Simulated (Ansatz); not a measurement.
# From r2SCAN to G0W0: NbInO4 (P2/c), part 2 of 2

Aim: the quasiparticle gap of NbInO4 (P2/c), starting from r2SCAN.

Ansatz 0.2.0; r2SCAN, then G0W0 on it, plane waves, PAW. Known limits of the many-body steps: finite bands, screening cutoff and k mesh; no spin-orbit coupling in G0W0; d shells not analysed.

So far. Step 2 (The r2SCAN band structure): Over mesh and path the gap is 3.797 eV, from k = (0.333, 0.000, -0.250) to k = (0.167, 0.000, -0.500). The least direct gap found is 3.939 eV, at k = (0.000, 0.500, 0.000). Step 3 (G0W0 on the 4×2×4 mesh): Over all 20 irreducible mesh points the G0W0 gap is 4.942 eV, from k = (0.250, 0.000, -0.250) to k = (0.250, 0.000, -0.500). The r2SCAN gap of this run on the mesh is 3.846 eV.

In doubt: masses and optical values from hybrid runs of this build are listed as unsure (in some of the runs), which bears on the screening that GW takes from such a start.

**4. Spin-orbit coupling**

This run has two-component orbitals with spin-orbit coupling.

This step: DFT, r2SCAN with spin-orbit coupling, plane waves, PAW.

input.yaml

```yaml
crystal:
  lattice:
    - [4.8355, 0.0, 0.0]
    - [0.0, 5.7709, 0.0]
    - [-0.1014445258, 0.0, 5.1429996119]
  atoms:
    - { symbol: Nb, position: [0.0, 0.1779, 0.25] }
    - { symbol: Nb, position: [0.0, 0.8221, 0.75] }
    - { symbol: In, position: [0.5, 0.6825, 0.25] }
    - { symbol: In, position: [0.5, 0.3175, 0.75] }
    - { symbol: O, position: [0.26, 0.618, 0.901] }
    - { symbol: O, position: [0.74, 0.618, 0.599] }
    - { symbol: O, position: [0.74, 0.382, 0.099] }
    - { symbol: O, position: [0.26, 0.382, 0.401] }
    - { symbol: O, position: [0.217, 0.898, 0.438] }
    - { symbol: O, position: [0.783, 0.898, 0.062] }
    - { symbol: O, position: [0.783, 0.102, 0.562] }
    - { symbol: O, position: [0.217, 0.102, 0.938] }
kpoints:
  mp_grid: { grid: [6, 4, 4] }
  band_path:
    path:
      - [0.0, 0.0, 0.0]
      - [0.0, 0.5, 0.0]
      - [0.0, 0.5, 0.5]
      - [0.0, 0.0, 0.5]
      - [-0.5, 0.0, 0.5]
      - [-0.5, 0.5, 0.5]
      - [-0.5, 0.5, 0.0]
      - [-0.5, 0.0, 0.0]
      - [0.3333333333, 0.0, -0.25]
      - [0.1666666667, 0.0, -0.5]
    npoints: 1
hamiltonian:
  xc: r2scan
scf:
  occupations: { method: fixed }
  n_extra_bands: 16
magnetization:
  noncollinear: true
  spin_orbit: true
output:
  eigenvalues: true
  forces: true
  stress: true
```

On the command line:

```
ansatz run input.yaml --threads 24 --pin off --max-ram 82944MiB --backend cuda --events-out ev --progress --plain --runs-dir out --devices 1 --max-vram 78GiB
```

Numbers of over 12 decimals in the logs are rounded to 6 here.

The log of the run:

```text
[...]
GPUs: using 1 of 1 available (devices: 1).
[...]
non-collinear run that drives no moment, with spin-orbit: no starting moment large enough to seed its density (crystal.atoms[].spin), no starting occupations that ask for one, no magnetisation constraint and no magnetic field, so the semilocal B_xc is pinned to zero
concurrent solve slots: 21 of 24 are kept, ahead of what memory takes: no pass of the eigensolver takes more rounds on 21
[...]
Crystal: 12 atoms, lattice volume = 143.516 Å³
Basis set: ecut = 500 eV, 3649 PW (Γ), exchange–correlation on 144×180×160 points (64 copies of the dense FFT grid, shifted against one another)
Bands: 116, of which v1, the nominal top of the filled ones, is band 100 counted from 1 (99 counted from 0)
Symmetry: 4 space group operations + 4 with time reversal
[...]
k-points: 42 of 96
Projection manifold: j_resolved (fully-relativistic pseudo-atomic orbitals)
[...]
SCF iter   1: F=—  HF=-24881.125955 eV  |F-HF|=—  |Δ(HF+E_count)|=         —  Δρ=1.02e-1  dr2=1.52e1  dr2_τ=4.48e-1  dr2_m=0.00e0 (ungated)  ethr=3.10e-3  |M|=0.00e0 ∫|m|=0.00e0 μB  |m|>n=0.0e0 m-floor=0.0e0 τ_xc=0.0e0  β_m=0.30  ⟨swp⟩=4.9  Hψ=9629  notcnv=0  defer=480
[...]
spin=Noncollinear: Resta preconditioning applied to the charge; magnetization (m_x, m_y, m_z) channels mix plain (no charge-response kernel on spin).
SCF iter   2: F=—  HF=-24878.808643 eV  |F-HF|=—  |Δ(HF+E_count)|=    2.32e0  Δρ=5.88e-2  dr2=3.79e0  dr2_τ=8.85e-2  dr2_m=0.00e0 (ungated)  ethr=3.10e-3  |M|=0.00e0 ∫|m|=0.00e0 μB  |m|>n=0.0e0 m-floor=0.0e0 τ_xc=0.0e0  β_m=0.44  ⟨swp⟩=2.5  Hψ=4743  notcnv=0  defer=456
SCF iter   3: F=—  HF=-24878.594554 eV  |F-HF|=—  |Δ(HF+E_count)|=   2.14e-1  Δρ=2.53e-2  dr2=4.62e-1  dr2_τ=1.09e-2  dr2_m=0.00e0 (ungated)  ethr=3.10e-3  |M|=0.00e0 ∫|m|=0.00e0 μB  |m|>n=0.0e0 m-floor=0.0e0 τ_xc=0.0e0  β_m=0.64  ⟨swp⟩=3.0  Hψ=3694  notcnv=0  defer=432
[...]
SCF 1 converged in 10 iterations: F = -24878.624484 eV  dr2 = 4.01e-9
[...]
SCF converged after 10 iterations
[...]
max |Σ_I F_I| component: 2.78e-17 eV/Å
--- Stress (GPa, compression-positive) ---
        2.072554       0.000000       0.249106
        0.000000       2.172118       0.000000
        0.249101       0.000000       1.639909
  P = ⅓ Tr σ = 1.9615 GPa (19.615 kbar)
--- Band table (eV; the first three rows and the last of 42) ---
[...]
```

Wall time 3.8 s (1 × NVIDIA GB200 (shared by 2 runs) with 24 threads of Arm Neoverse V2, shared host); peak memory 1.5 GiB.

Numbers from this step:

| Quantity | Value |
| --- | --- |
| pressure | 1.962 GPa |
| gap | 3.796 eV |
| valence top at | k = (0.333, 0.000, -0.250) |
| conduction bottom at | k = (0.167, 0.000, -0.500) |
| least direct gap | 3.938 eV |

Over mesh and listed points the gap is 3.796 eV, from k = (0.333, 0.000, -0.250) to k = (0.167, 0.000, -0.500). The least direct gap found is 3.938 eV, at k = (0.000, 0.500, 0.000). r2SCAN+SOC against r2SCAN: 3.796 − 3.797 = −0.001 eV, with the same mesh, set of files (read in its fully relativistic form for the spin-orbit run) and cutoff, and both edges at the same k points. The spin-orbit run sees mesh and listed points alone, so its gap is an upper bound: the coupling can move an edge off these points, and the change over the zone, its sign included where it is small, is not known.

**5. The runs together**

Each gap is the least one over the points named; times are wall times on shared hosts, not benchmarks. A G0W0 time includes the run's own self-consistent start. Runs with listed points see these and the mesh alone, so an edge that moves elsewhere is missed. Rows marked * are further runs, not shown as steps, whose inputs differ from the G0W0 step on the same start in the columns given; solver thresholds can differ too.

```tsv
level	mesh	files, cutoff	bands summed, screening	points	gap (eV)	valence top	conduction bottom	least direct gap (eV)	time
r2SCAN	6×4×4	soft_2 PAW, 500 eV	-	mesh and path	3.797	(0.333, 0.000, -0.250)	(0.167, 0.000, -0.500)	3.939	1.9 s
r2SCAN+SOC	6×4×4	soft_2 PAW, 500 eV	-	mesh and listed points	3.796	(0.333, 0.000, -0.250)	(0.167, 0.000, -0.500)	3.938	3.8 s
G0W0@r2SCAN*	4×2×4	soft_2 PAW, 500 eV	158, 48 eV	all 20 irreducible mesh points	5.152	(0.250, 0.000, -0.250)	(0.250, 0.000, -0.500)	5.282	6.5 s
G0W0@r2SCAN*	4×2×4	soft_2 PAW, 500 eV	356, 96 eV	all 20 irreducible mesh points	4.905	(0.250, 0.000, -0.250)	(0.250, 0.000, -0.500)	5.012	10 s
G0W0@r2SCAN	4×2×4	soft_2 PAW, 500 eV	709, 160 eV	all 20 irreducible mesh points	4.942	(0.250, 0.000, -0.250)	(0.250, 0.000, -0.500)	5.061	22 s
G0W0@r2SCAN*	2×2×2	soft_2 PAW, 500 eV	356, 96 eV	all 8 irreducible mesh points	5.029	(0.000, -0.500, 0.000)	(0.000, -0.500, 0.000)	5.029	3.2 s
G0W0@r2SCAN*	4×2×4	soft_2 PAW, 500 eV	356, 96 eV, plasmon pole	all 20 irreducible mesh points	4.910	(0.250, 0.000, -0.250)	(0.250, 0.000, -0.500)	5.020	12 s
```

Computed less measured, in eV, for the reports listed at the start; nothing is added to the computed values:

```tsv
row	computed (eV)	4.7 eV (2024)
r2SCAN, gap	3.797	−0.903
r2SCAN+SOC, gap	3.796	−0.904
G0W0@r2SCAN, gap	4.942	+0.242
G0W0@r2SCAN, least direct gap	5.061	+0.361
```

**6. Summary of results**

```yaml
r2scan_gap_over_mesh_and_path: 3.797 eV, from k = (0.333, 0.000, -0.250) to k = (0.167, 0.000, -0.500)
g0w0_r2scan_gap_over_all_20_irreducible_mesh_points: 4.942 eV, from k = (0.250, 0.000, -0.250) to k = (0.250, 0.000, -0.500)
r2scan_soc_gap_over_mesh_and_listed_points: 3.796 eV
gw_settings: 4×2×4 mesh, 659 empty bands, screening to 160 eV
known_limits: finite bands, screening cutoff and k mesh; no spin-orbit coupling in G0W0; d shells not analysed
```

**Reading.** Over all 20 irreducible mesh points the G0W0 gap is 4.942 eV, from k = (0.250, 0.000, -0.250) to k = (0.250, 0.000, -0.500). The r2SCAN gap of this run on the mesh is 3.846 eV. The two states that bound the G0W0 gap lie that far apart at the start, so the correction of the gap is 4.942 − 3.846 = +1.096 eV. The valence state moves by 8.290 − 8.617 = −0.327 eV and the conduction state by 13.232 − 12.463 = +0.769 eV, on the run's own scale; with 158 bands the edge states move by +0.121 and +1.427 eV, so the split between the edges depends on the bands and cutoff. Over mesh and path, r2SCAN puts the valence top at k = (0.333, 0.000, -0.250) and conduction bottom at k = (0.167, 0.000, -0.500), where no G0W0 correction was computed. The G0W0 gap over the whole zone is therefore not known from this run; at its settings it can only be equal to or under the 4.942 eV found, and no correction is carried over from another point. For the start itself the gap is 3.797 eV over mesh and path and 3.846 eV on the mesh of the G0W0 run, in runs that differ in mesh (6×4×4 and 4×2×4). From 158 bands and 48 eV to 709 bands and 160 eV the gap moves by 4.942 − 5.152 = −0.210 eV (rung by rung 5.152, 4.905, 4.942 eV); bands and screening cutoff rise together, so their parts are not told apart. The gap turns back along the series (5.152, 4.905, 4.942 eV), so no line is drawn and the limit is not known. With the 2×2×2 mesh in place of the 4×2×4 mesh and all else as in the G0W0@r2SCAN row with 356 bands, the gap differs by 5.029 − 4.905 = +0.124 eV, and that of the start by 3.908 − 3.846 = +0.062 eV; an edge lies at another k point, so this need not be the shift of one pair of states. With the plasmon pole model in place of the contour deformation model and all else as in the G0W0@r2SCAN row with 356 bands, the gap differs by 4.910 − 4.905 = +0.005 eV. G0W0 on other starts in this series, not shown as steps and not all at these settings: 5.311 eV on HSE06 (4×2×4, soft_2 PAW, 356 bands, 96 eV) and 5.539 eV on PBE0 (4×2×4, soft_2 PAW, 356 bands, 96 eV). r2SCAN+SOC against r2SCAN: 3.796 − 3.797 = −0.001 eV, with the same mesh, set of files (read in its fully relativistic form for the spin-orbit run) and cutoff, and both edges at the same k points. The spin-orbit run sees mesh and listed points alone, so its gap is an upper bound: the coupling can move an edge off these points, and the change over the zone, its sign included where it is small, is not known. What spin-orbit coupling does to the G0W0 levels was not computed, so no sum with the G0W0 gap is formed. Against experiment, G0W0@r2SCAN at 4.942 eV lies +0.242 eV from 4.7 eV (2024). The differences hold parts that these runs do not separate: finite bands, cutoffs and mesh, points of the zone that were not corrected, the start of G0W0, spin-orbit coupling missing from it, static nuclei, no electron-hole attraction, and what each experiment reads as the gap. How much each gives is not known from the steps shown. The G0W0 runs are scalar-relativistic. One-shot GW is known to converge slowly in bands for compounds with shallow d shells. The cell holds In; the filling of the d shell and its place against the gap were not analysed here. G0W0@r2SCAN runs of this series with other atomic data on the same mesh, not shown as steps, give 4.903 eV (hard PAW, 1050 eV, 364 bands, screening to 96 eV; the table's row with the same empty bands and screening cutoff has 4.905 eV); where bands and cutoffs differ too, the part of the files is not isolated.

[Paths, hosts, dates, memory and timing lines, banners, echoed tables and standing remarks are left out of the program output.]

[Logs are printed without paths, hosts, clocks, repeated set-up lines and the standing remarks that a program may print on its own settings, such as how far it seeks lower states.]

[Runs of the session that timed out or met a known fault of the program may be left out.]

[Cells called generated may have been cut or substituted from an entry of the Crystallography Open Database or the Materials Project.]

[Hosts, paths, dates, database ids (printed as entryN), source tags and the programs' standing remarks are cut or masked in the printed files.]

[Where an RPA ε∞ is given, it is that of the G0W0 mesh and is not shown converged in it. Names of k-points follow the symmetry that the program found, which can be lower than the space group named. Band edges on a path are those of the sampled points; other points can move an edge, and change direct to indirect where valleys lie close.]

[Hybrid gaps are those of their k-mesh and are not shown converged in it.]
